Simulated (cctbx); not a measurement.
## LaAl9Pb4: precision against data quality

Space group I4/mcm (no. 140), a = 9.3360 Å, b = 9.3360 Å, c = 13.5180 Å, α = 90.00°, β = 90.00°, γ = 90.00°.

```csv
atom,mult.,x,y,z,Ueq (Å²)
Pb1,16,0.3229,0.8229,0.1214,0.0040
La1,4,1/2,1/2,1/4,0.0056
Al1,16,0.6996,0.4277,0,0.0085
Al2,16,0.3841,0.1159,0.1785,0.0057
Al3,4,1/2,0,0,0.0104
```

This is a model crystal, built by substitution and not relaxed, with assumed displacement parameters.

Five simulated data sets (cctbx; Ag Kα, λ = 0.56087 Å; 6 % proportional error) differ in resolution or exposure (noise floor 15 counts in the first three, 8 in the last two). Each is refined with the right model, isotropic at 1.1 Å and anisotropic otherwise. How do the figures of merit and the uncertainties move?

```csv
d min (Å),top counts,"⟨I/σ⟩ (unmerged, absences included)",unique,param. (scale apart),Rint,R1,GooF,largest s.u. xyz (fractional),s.u. U of Al1 (Å²),largest error (Å)
1.1,70000,6.1,139,11,0.043,0.0166,1.76,0.00048,0.0012,0.0106
0.84,70000,6.1,301,23,0.044,0.0114,0.90,0.00015,0.0006,0.0012
0.6,70000,5.9,785,23,0.046,0.0117,0.90,0.00009,0.0003,0.0034
0.75,300,0.8,418,23,0.317,0.0617,0.94,0.00199,0.0098,0.0242
0.75,3000,2.9,418,23,0.074,0.0243,0.93,0.00039,0.0016,0.0052
```

GooF reaches 1.76 where the model lacks something that the data hold (anisotropy at the isotropic level, for one). The s.u. of U for Al1 goes 0.0012, 0.0006, 0.0003 Å² with resolution and 0.0098, 0.0016 Å² with exposure.

The 1.1 Å row also differs in its displacement model, so it isn't a clean test of resolution.

Hardware for the 0.6 Å refinement: 0.68 s on 1 thread of Arm Neoverse N1, on a shared host, peak memory 0.09 GiB.

[Logs are printed without paths, hosts, clocks, repeated set-up lines and the standing remarks that a program may print on its own settings, such as how far it seeks lower states.]
